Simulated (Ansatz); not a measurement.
# The perfect W wire along [110], 23 atoms a period

What gap, if any, does the W wire along [110], 23 atoms a period have, and how many channels would it open?

Program: Ansatz 0.2.0. Level of theory: DFT PBE, plane waves, PAW; relaxation of a wire's period; PAW set soft_1, in the first sound run; inputs show where later runs differ. Results are calculated unless marked as measured.

**1. Set-up**

The cell holds 23 atoms: 23 W. Cell: a = 16.310 Å, b = 15.766 Å, c = 4.483 Å, α = 90.0°, β = 90.0°, γ = 90.0°. Vacuum lies along a and b. The structure's axis is c.

**2. Relaxation of atoms and period**

Band widths follow the bond lengths, so the wire is relaxed first. The atoms and the third cell vector are free; the box across stays fixed as vacuum. A Fermi-Dirac smearing is set since the result may be a metal. The pressure printed is a third of the stress's trace over the whole box, vacuum included; only the stress along the axis is relaxed.

Input file input.yaml:

```yaml
crystal:
  lattice:
    - [16.31, 0.0, 0.0]
    - [0.0, 15.766, 0.0]
    - [0.0, 0.0, 4.4830569927]
  atoms:
    - { symbol: W, position: [0.305640711, 0.500003615, 0.0] }
    - { symbol: W, position: [0.402820356, 0.642178453, 0.0] }
    - { symbol: W, position: [0.5, 0.500003615, 0.0] }
    - { symbol: W, position: [0.5, 0.784353291, 0.0] }
    - { symbol: W, position: [0.597179644, 0.642178453, 0.0] }
    - { symbol: W, position: [0.694359289, 0.500003615, 0.0] }
    - { symbol: W, position: [0.208461067, 0.500003615, 0.5] }
    - { symbol: W, position: [0.305640711, 0.357828777, 0.5] }
    - { symbol: W, position: [0.305640711, 0.642178453, 0.5] }
    - { symbol: W, position: [0.402820356, 0.215653939, 0.5] }
    - { symbol: W, position: [0.402820356, 0.500003615, 0.5] }
    - { symbol: W, position: [0.402820356, 0.784353291, 0.5] }
    - { symbol: W, position: [0.5, 0.357828777, 0.5] }
    - { symbol: W, position: [0.5, 0.642178453, 0.5] }
    - { symbol: W, position: [0.597179644, 0.215653939, 0.5] }
    - { symbol: W, position: [0.597179644, 0.500003615, 0.5] }
    - { symbol: W, position: [0.597179644, 0.784353291, 0.5] }
    - { symbol: W, position: [0.694359289, 0.357828777, 0.5] }
    - { symbol: W, position: [0.694359289, 0.642178453, 0.5] }
    - { symbol: W, position: [0.791538933, 0.500003615, 0.5] }
    - { symbol: W, position: [0.402820356, 0.357828777, 0.0] }
    - { symbol: W, position: [0.5, 0.215653939, 0.0] }
    - { symbol: W, position: [0.597179644, 0.357828777, 0.0] }
kpoints:
  mp_grid: { grid: [1, 1, 18] }
scf:
  occupations: { method: fermi_dirac, width: 0.05 }
hamiltonian:
  xc: pbe
  pseudopotentials: { kind: paw, azcp: { folder: soft_1 } }
relax:
  cell: { fix: [a, b, alpha, beta, gamma] }
  max_steps: 45
  f_tol: 0.03
```

Started as:

```bash
> ansatz run input.yaml --threads 4 --pin off --max-ram 16384MiB --backend cpu --events-out ev --progress --plain --runs-dir out
```

Numbers of over 12 decimals in the logs are rounded to 6 here.

The program printed:

```text
Engine: ansatz 0.2.0, aarch64-unknown-linux-gnu
Pseudopotentials: kind: paw
Pseudopotential: W, paw, valence charge 14, recommended cutoff 420 eV (normal), soft_1/W.paw.azcp
Functional definition: PBE
  parameter kappa = 0.804
  parameter beta = 0.066725
  exchange = pbe_x(kappa = kappa, mu = beta*pi^2/3)
  correlation = pbe_c(beta = beta)
Crystal: 23 atoms, lattice volume = 1152.789 Å³
Basis set: ecut = 420 eV, 22633 PW (Γ), exchange–correlation on 240×216×60 points (8 copies of the dense FFT grid, shifted against one another)
Bands: 194, of which v1, the nominal top of the filled ones, is band 161 counted from 1 (160 counted from 0)
Symmetry: 8 space group operations
Space group: Pmmm (ITA 47), of the structure as read, at distance tolerance 1.0e-4 Å
k-points: 10 of 18
Non-local potential: W, projectors of the file, l = 0: 3, l = 1: 2, l = 2: 2, l = 3: 1
PAW form: soft (Blöchl's): semilocal exchange-correlation on the pseudo side does not see the compensation charge
PAW one-centre angular grid: W, 590 points (default); XC on 64 Gauss nodes
Initial density: superposition of atomic densities (neutral atoms: chi_scale 0, normalization atom)
Initial wavefunctions: pseudopotential atomic-orbital guess
Functional: x = pbe(κ = 0.804, μ = 0.219515), c = pbe(β = 0.066725)
SCF iter   1: F=—  HF=-238858.225426 eV  |F-HF|=—  |Δ(HF+E_count)|=         —  Δρ=4.65e-2  dr2=1.88e2  ethr=3.10e-3  ⟨swp⟩=10.3  Hψ=9130  notcnv=0
preconditioner: auto → LDOS  [metal: Δε(μ)=0.004 eV  Ē_g=4.510 eV  σ=0.050 eV  W_gap=0.02  n_scr=218 (ndim 8)  ℏωp=12.8 eV  f_vac=0.519  D(μ)=36.32/eV (n_scr^D=256)  β→1.0]
SCF iter   2: F=—  HF=-238845.101418 eV  |F-HF|=—  |Δ(HF+E_count)|=    1.31e1  Δρ=3.69e-2  dr2=5.42e1  ethr=3.10e-3  ⟨swp⟩=5.7  Hψ=5511  notcnv=0  defer=23
SCF iter   3: F=—  HF=-238840.370441 eV  |F-HF|=—  |Δ(HF+E_count)|=    4.73e0  Δρ=1.08e-2  dr2=6.30e0  ethr=3.10e-3  ⟨swp⟩=4.4  Hψ=4704  notcnv=0  defer=27
SCF iter   4: F=—  HF=-238839.551364 eV  |F-HF|=—  |Δ(HF+E_count)|=   8.19e-1  Δρ=3.57e-3  dr2=1.04e0  ethr=1.96e-3  ⟨swp⟩=3.0  Hψ=2963  notcnv=0  defer=31
SCF iter   5: F=—  HF=-238839.472276 eV  |F-HF|=—  |Δ(HF+E_count)|=   7.91e-2  Δρ=2.25e-3  dr2=2.04e-1  ethr=3.23e-4  ⟨swp⟩=4.1  Hψ=3176  notcnv=0  defer=28
SCF iter   6: F=—  HF=-238839.456572 eV  |F-HF|=—  |Δ(HF+E_count)|=   1.57e-2  Δρ=8.04e-4  dr2=1.93e-2  ethr=6.34e-5  ⟨swp⟩=2.6  Hψ=3003  notcnv=0  defer=27
SCF iter   7: F=—  HF=-238839.455772 eV  |F-HF|=—  |Δ(HF+E_count)|=   8.00e-4  Δρ=3.17e-4  dr2=2.99e-3  ethr=5.99e-6  ⟨swp⟩=3.0  Hψ=2909  notcnv=0  defer=27
SCF iter   8: F=—  HF=-238839.455963 eV  |F-HF|=—  |Δ(HF+E_count)|=   1.91e-4  Δρ=1.57e-4  dr2=7.43e-4  ethr=9.29e-7  ⟨swp⟩=2.9  Hψ=2951  notcnv=0  defer=27
SCF iter   9: F=—  HF=-238839.456006 eV  |F-HF|=—  |Δ(HF+E_count)|=   4.22e-5  Δρ=5.12e-5  dr2=8.07e-5  ethr=2.31e-7  ⟨swp⟩=2.2  Hψ=2717  notcnv=0  defer=27
SCF iter  10: F=—  HF=-238839.456180 eV  |F-HF|=—  |Δ(HF+E_count)|=   1.74e-4  Δρ=2.40e-5  dr2=1.78e-5  ethr=2.51e-8  ⟨swp⟩=3.0  Hψ=2872  notcnv=0  defer=27
SCF iter  11: F=—  HF=-238839.456183 eV  |F-HF|=—  |Δ(HF+E_count)|=   3.42e-6  Δρ=8.28e-6  dr2=1.47e-6  ethr=5.51e-9  ⟨swp⟩=2.0  Hψ=2656  notcnv=0  defer=27
SCF iter  12: F=—  HF=-238839.456185 eV  |F-HF|=—  |Δ(HF+E_count)|=   1.23e-6  Δρ=3.45e-6  dr2=3.08e-7  ethr=4.56e-10  ⟨swp⟩=3.0  Hψ=3213  notcnv=0  defer=27
SCF iter  13: F=-238839.456185 eV  HF=-238839.456185 eV  |F-HF|=2.18e-8  |Δ(HF+E_count)|=   1.29e-7  Δρ=1.31e-6  dr2=5.75e-8  ethr=3.11e-11  ⟨swp⟩=5.1  Hψ=6375  notcnv=0
SCF 1 converged in 13 iterations: F = -238839.456185 eV  dr2 = 5.75e-8
  greatest PAW one-centre occupation: 0.999 electrons in one spin orbital (limit 2), on the W atom at site 15 (counted from 0), in its partial waves of l = 0
relax step   1: F+E_penalty+E_count = -238839.45618483 eV  Δ(F+E_penalty+E_count) = +0.000e0 eV  max|allowed force component| = 2.931e0 eV/Å  Δτ_max = 0.0000 Å  P = -6.139 GPa  Ω = 1152.789 Å³  fix = [a, b, alpha, beta, gamma]  reactions: a -5.247, b -6.346 GPa  (13 SCF iters, dr2 threshold 1.00e-7 eV, accepted)
Crystal: 23 atoms, lattice volume = 1118.554 Å³
Basis set: ecut = 420 eV, 21901 PW (Γ), exchange–correlation on 240×216×60 points (8 copies of the dense FFT grid, shifted against one another)
Initial density: handed on by an earlier stage of this run
Initial wavefunctions: those handed on with the density
iter 1 solved again at ethr=1.95e-3 eV; its pass at ethr=3.10e-3 eV (dr2=6.28e0 eV) is discarded
SCF iter   1: F=—  HF=-238843.353146 eV  |F-HF|=—  |Δ(HF+E_count)|=         —  Δρ=1.61e-2  dr2=6.45e0  ethr=1.95e-3  ⟨swp⟩=2.5  Hψ=11856  notcnv=0
preconditioner: auto → LDOS  [metal: Δε(μ)=0.012 eV  Ē_g=4.335 eV  σ=0.050 eV  W_gap=0.06  n_scr=218 (ndim 8)  ℏωp=13.0 eV  f_vac=0.550  D(μ)=28.25/eV (n_scr^D=190)  β→1.0]
SCF iter   2: F=—  HF=-238843.124759 eV  |F-HF|=—  |Δ(HF+E_count)|=   2.28e-1  Δρ=9.44e-3  dr2=3.69e0  ethr=1.95e-3  ⟨swp⟩=4.6  Hψ=3386  notcnv=0  defer=1
SCF iter   3: F=—  HF=-238842.517498 eV  |F-HF|=—  |Δ(HF+E_count)|=   6.07e-1  Δρ=2.48e-3  dr2=1.77e-1  ethr=1.15e-3  ⟨swp⟩=2.8  Hψ=3314  notcnv=0  defer=75
SCF iter   4: F=—  HF=-238842.488955 eV  |F-HF|=—  |Δ(HF+E_count)|=   2.85e-2  Δρ=7.39e-4  dr2=2.26e-2  ethr=5.51e-5  ⟨swp⟩=3.0  Hψ=3806  notcnv=0  defer=75
SCF iter   5: F=—  HF=-238842.489988 eV  |F-HF|=—  |Δ(HF+E_count)|=   1.03e-3  Δρ=2.46e-4  dr2=1.83e-3  ethr=7.03e-6  ⟨swp⟩=2.0  Hψ=2570  notcnv=0  defer=75
SCF iter   6: F=—  HF=-238842.490429 eV  |F-HF|=—  |Δ(HF+E_count)|=   4.40e-4  Δρ=8.48e-5  dr2=1.48e-4  ethr=5.68e-7  ⟨swp⟩=2.0  Hψ=2689  notcnv=0  defer=75
SCF iter   7: F=—  HF=-238842.490512 eV  |F-HF|=—  |Δ(HF+E_count)|=   8.36e-5  Δρ=2.70e-5  dr2=1.87e-5  ethr=4.60e-8  ⟨swp⟩=3.0  Hψ=2740  notcnv=0  defer=75
SCF iter   8: F=-238842.490515 eV  HF=-238842.490515 eV  |F-HF|=1.13e-7  |Δ(HF+E_count)|=   2.86e-6  Δρ=8.42e-6  dr2=1.52e-6  ethr=7.14e-10  ⟨swp⟩=4.0  Hψ=8026  notcnv=0
SCF 2 converged in 8 iterations: F = -238842.490515 eV  dr2 = 1.52e-6
  greatest PAW one-centre occupation: 0.999 electrons in one spin orbital (limit 2), on the W atom at site 21 (counted from 0), in its partial waves of l = 0
relax step   2: F+E_penalty+E_count = -238842.49051490 eV  Δ(F+E_penalty+E_count) = -3.034e0 eV  max|allowed force component| = 1.382e0 eV/Å  Δτ_max = 0.1950 Å  P = +0.928 GPa  Ω = 1118.554 Å³  energy of the carried Pulay correction = +5.488e-3 eV  fix = [a, b, alpha, beta, gamma]  reactions: a +1.783, b -0.204 GPa  (8 SCF iters, dr2 threshold 2.30e-6 eV, accepted)
Crystal: 23 atoms, lattice volume = 1109.366 Å³
[...]
relax step   5: F+E_penalty+E_count = -238842.87114114 eV  Δ(F+E_penalty+E_count) = +1.627e-2 eV  max|allowed force component| = 5.129e-1 eV/Å  Δτ_max = 0.0400 Å  P = -0.030 GPa  Ω = 1124.573 Å³  energy of the carried Pulay correction = +4.511e-3 eV  fix = [a, b, alpha, beta, gamma]  (8 SCF iters, dr2 threshold 2.30e-6 eV, rejected (line search))
[...]
relax step   6: F+E_penalty+E_count = -238842.90513651 eV  Δ(F+E_penalty+E_count) = -1.772e-2 eV  max|allowed force component| = 6.836e-2 eV/Å  Δτ_max = 0.0195 Å  P = -0.013 GPa  Ω = 1120.405 Å³  energy of the carried Pulay correction = +5.187e-3 eV  fix = [a, b, alpha, beta, gamma]  reactions: a -0.011, b -0.094 GPa  (12 SCF iters, accepted)
[...]
relax step   7: F+E_penalty+E_count = -238842.90670744 eV  Δ(F+E_penalty+E_count) = -1.571e-3 eV  max|allowed force component| = 2.756e-2 eV/Å  Δτ_max = 0.0047 Å  P = -0.032 GPa  Ω = 1121.165 Å³  energy of the carried Pulay correction = +5.063e-3 eV  fix = [a, b, alpha, beta, gamma]  reactions: a -0.029, b -0.070 GPa  (6 SCF iters, dr2 threshold 2.92e-7 eV, accepted)
Initial wavefunctions: pseudopotential atomic-orbital guess (no wavefunctions were taken with the density)
iter 1 solved again at ethr=4.98e-7 eV; its pass at ethr=3.10e-3 eV (dr2=1.60e-3 eV) is discarded
SCF iter   1: F=—  HF=-238842.901596 eV  |F-HF|=—  |Δ(HF+E_count)|=         —  Δρ=4.54e-5  dr2=3.18e-6  ethr=4.98e-7  ⟨swp⟩=5.2  Hψ=15210  notcnv=0
preconditioner: auto → LDOS  [metal: Δε(μ)=0.026 eV  Ē_g=4.216 eV  σ=0.050 eV  W_gap=0.13  n_scr=218 (ndim 8)  ℏωp=13.0 eV  f_vac=0.544  D(μ)=25.27/eV (n_scr^D=166)  β→1.0]
SCF iter   2: F=—  HF=-238842.901794 eV  |F-HF|=—  |Δ(HF+E_count)|=   1.98e-4  Δρ=5.13e-6  dr2=2.32e-7  ethr=9.86e-10  ⟨swp⟩=3.6  Hψ=4310  notcnv=0
SCF iter   3: F=—  HF=-238842.901794 eV  |F-HF|=—  |Δ(HF+E_count)|=   2.35e-8  Δρ=2.44e-6  dr2=1.61e-7  ethr=7.19e-11  ⟨swp⟩=3.0  Hψ=4061  notcnv=0
SCF iter   4: F=—  HF=-238842.901794 eV  |F-HF|=—  |Δ(HF+E_count)|=   1.77e-8  Δρ=7.70e-7  dr2=6.30e-9  ethr=4.99e-11  ⟨swp⟩=2.0  Hψ=2664  notcnv=0
SCF iter   5: F=—  HF=-238842.901794 eV  |F-HF|=—  |Δ(HF+E_count)|=   2.27e-9  Δρ=2.07e-7  dr2=1.01e-9  ethr=1.96e-12  ⟨swp⟩=3.8  Hψ=4577  notcnv=0
SCF iter   6: F=—  HF=-238842.901794 eV  |F-HF|=—  |Δ(HF+E_count)|=  2.04e-10  Δρ=8.73e-8  dr2=2.30e-10  ethr=1.00e-12  ⟨swp⟩=5.3  Hψ=7118  notcnv=0
SCF iter   7: F=-238842.901794 eV  HF=-238842.901794 eV  |F-HF|=1.16e-10  |Δ(HF+E_count)|=  5.82e-11  Δρ=3.44e-8  dr2=3.52e-11  ethr=1.00e-12  ⟨swp⟩=4.9  Hψ=5796  notcnv=0
SCF 8 converged in 7 iterations: F = -238842.901794 eV  dr2 = 3.52e-11
relax step   8: F+E_penalty+E_count = -238842.90179381 eV  Δ(F+E_penalty+E_count) = +4.914e-3 eV  max|allowed force component| = 2.732e-2 eV/Å  Δτ_max = 0.0000 Å  P = -0.032 GPa  Ω = 1121.165 Å³  fix = [a, b, alpha, beta, gamma]  reactions: a -0.027, b -0.069 GPa  stress off target by 1.26e-4 GPa on what of the cell is left free  SCF on the basis re-selected at this cell (its energy is not comparable with the rows above)  (7 SCF iters)
basis re-selected at this cell: Δ(F+E_penalty+E_count) = +4.914e-3 eV, ΔP = -0.000 GPa vs the last step (what re-selecting the basis moved, of the pressure what is left beyond the Pulay correction that the steps carried, after the strain that the cell walked since its last selection, with what the two solves' SCF thresholds leave and, on support functions, any second-order correction that the steps lacked; it is no m [...]
SCF converged after 7 iterations
Free energy (F): -238842.901794 eV
Harris-Foulkes:  -238842.901794 eV  (|F-HF|=1.16e-10)
Internal energy: -238842.688694 eV  (E = F + TS)
E sigma→0 (E₀):  -238842.795244 eV
Entropy (-TS):   -0.213100 eV (-9.265 meV/atom)
Fermi energy:    4.731494 eV
--- Per-component energies (eV) ---
  E_band       = -7575.167566
  E_kinetic    = 9691.066146
  E_local      = -187672.816795  (includes V_loc(G=0)·N_el)
  E_nonlocal   = -565.195977
  E_hartree    = 89998.306482
  E_xc         = -6127.625096
  E_vxc        = -5280.563080  (∫ρ·V_xc dr)
  E_paw        = -197294.725447  (= ΣΔE_a)
  E_vpaw       = -3744.274876  (= ΣTr[D̂ρ^β])
  E_aug_tail   = 0.003455  (compensation charges beyond the density's cutoff)
  E_ewald      = 53128.298538
  E_smearing   = -0.213100  (= −TS)
  E_closure    = -0.000000  (closes the sum)
  Σ components = -238842.901794   (vs F -238842.901794, Δ=0.00e0)
--- Forces (eV/Å), atoms counted from 1 ---
  atom   1  W     -0.00024169     0.00000000     0.00000000
  atom   2  W     -0.00198731     0.00870088     0.00000000
  atom   3  W     -0.00000000     0.00000000     0.00000000
  atom   4  W     -0.00000000     0.01205839     0.00000000
  atom   5  W      0.00198731     0.00870088    -0.00000000
  atom   6  W      0.00024169    -0.00000000    -0.00000000
  atom   7  W      0.01693370    -0.00000000    -0.00000000
  atom   8  W     -0.01446102    -0.00207037     0.00000000
  atom   9  W     -0.01446102     0.00207037     0.00000000
  atom  10  W      0.02732373     0.01010992    -0.00000000
  atom  11  W      0.02729174    -0.00000000    -0.00000000
  atom  12  W      0.02732373    -0.01010992    -0.00000000
  atom  13  W     -0.00000000     0.00188189    -0.00000000
  atom  14  W      0.00000000    -0.00188189     0.00000000
  atom  15  W     -0.02732373     0.01010992     0.00000000
  atom  16  W     -0.02729174     0.00000000     0.00000000
  atom  17  W     -0.02732373    -0.01010992     0.00000000
  atom  18  W      0.01446102    -0.00207037    -0.00000000
  atom  19  W      0.01446102     0.00207037    -0.00000000
  atom  20  W     -0.01693370     0.00000000     0.00000000
  atom  21  W     -0.00198731    -0.00870088     0.00000000
  atom  22  W      0.00000000    -0.01205839    -0.00000000
  atom  23  W      0.00198731    -0.00870088    -0.00000000
  max |Σ_I F_I| component: 4.77e-18 eV/Å
--- Stress (GPa, compression-positive) ---
       -0.027306       0.000000       0.000000
        0.000000      -0.068757      -0.000000
        0.000000      -0.000000      -0.000126
  P = ⅓ Tr σ = -0.0321 GPa (-0.321 kbar)
--- Relaxed structure (7 steps of the walk, 6 accepted, 1 SCFs on fresh bases) ---
  F+E_penalty+E_count = -238842.90179381 eV   max|allowed force component| = 2.732e-2 eV/Å   (the final SCF, on the basis selected at the relaxed cell)
  cell:  # Å, volume = 1121.1652 Å³
    - [16.31, 0, 0]
    - [0, 15.766, 0]
    - [0, 0, 4.360077]
  atoms:
    - { symbol: W, position: [0.298376, 0.500004, 0] }
    - { symbol: W, position: [0.401410, 0.643267, 2.125794813034335e-19] }
    - { symbol: W, position: [0.5, 0.500004, 0] }
    - { symbol: W, position: [0.5, 0.779153, -1.0151466829000803e-18] }
    - { symbol: W, position: [0.598590, 0.643267, 2.1257948130343333e-19] }
    - { symbol: W, position: [0.701624, 0.500004, 0] }
    - { symbol: W, position: [0.213622, 0.500004, 0.500000] }
    - { symbol: W, position: [0.308635, 0.367956, 0.500000] }
    - { symbol: W, position: [0.308635, 0.632052, 0.500000] }
    - { symbol: W, position: [0.406906, 0.228581, 0.500000] }
    - { symbol: W, position: [0.400655, 0.500004, 0.500000] }
    - { symbol: W, position: [0.406906, 0.771427, 0.500000] }
    - { symbol: W, position: [0.5, 0.355618, 0.500000] }
    - { symbol: W, position: [0.5, 0.644390, 0.500000] }
    - { symbol: W, position: [0.593094, 0.228581, 0.500000] }
    - { symbol: W, position: [0.599345, 0.500004, 0.500000] }
    - { symbol: W, position: [0.593094, 0.771427, 0.500000] }
    - { symbol: W, position: [0.691365, 0.367956, 0.500000] }
    - { symbol: W, position: [0.691365, 0.632052, 0.500000] }
    - { symbol: W, position: [0.786378, 0.500004, 0.500000] }
    - { symbol: W, position: [0.401410, 0.356740, -2.1257948130343333e-19] }
    - { symbol: W, position: [0.5, 0.220854, 1.0151466829000803e-18] }
    - { symbol: W, position: [0.598590, 0.356740, -2.125794813034334e-19] }
```

It took 9.2 min on 4 threads of Arm Neoverse V1, shared host; peak memory 4.9 GiB.

[end of part 1 of 2]

[Logs are printed without paths, hosts, clocks, repeated set-up lines and the standing remarks that a program may print on its own settings, such as how far it seeks lower states.]

[Hosts, paths, dates, database ids (printed as entryN), source tags and the programs' standing remarks are cut or masked in the printed files.]
